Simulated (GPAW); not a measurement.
# Work functions of 9 metals against electronegativity: Rb, Li, Ta, Al, Zn, Ag, Ti, Be, Pt (PBEsol, GPAW)

How far does a number tabulated for the element predict the work function of the metal?

All values are computed: GPAW 26.7.0, PBEsol, plane waves, scalar-relativistic unless marked; slabs or sheets with vacuum, the vacuum level from the planar mean of the electrostatic potential.

| metal and face | Pauling electronegativity | work function (eV) | line (eV) |
| --- | --- | --- | --- |
| (100) face of bcc Rb | 0.82 | 2.16 | 2.43 |
| (111) face of bcc Li | 0.98 | 2.90 | 2.79 |
| (100) face of bcc Ta | 1.5 | 3.87 | 3.95 |
| (110) face of fcc Al | 1.61 | 4.08 | 4.20 |
| (001) face of hcp Zn | 1.65 | 4.21 | 4.29 |
| (100) face of fcc Ag | 1.93 | 4.40 | 4.91 |
| (001) face of hcp Ti | 1.54 | 4.44 | 4.04 |
| (100) face of hcp Be | 1.57 | 4.58 | 4.11 |
| (111) face of fcc Pt | 2.28 | 5.80 | 5.70 |

A least-squares line gives work function = 2.24 × electronegativity + 0.59 eV, with correlation 0.95. The line misses the rows by 0.24 eV on average, and their plain mean by 0.71 eV, so the line does better. Both numbers measure how tightly the outermost electrons are held, so they rise together. The largest miss is Ag, 0.51 eV below the line; the surface dipole and the bulk Fermi level, which such a number can't hold, differ with face and density.

**Worked step.** For Zn: 2.24 × 1.65 + 0.59 = 4.29 eV, against 4.21 eV computed.

One face a metal, thin 1×1 slabs on database lattices.
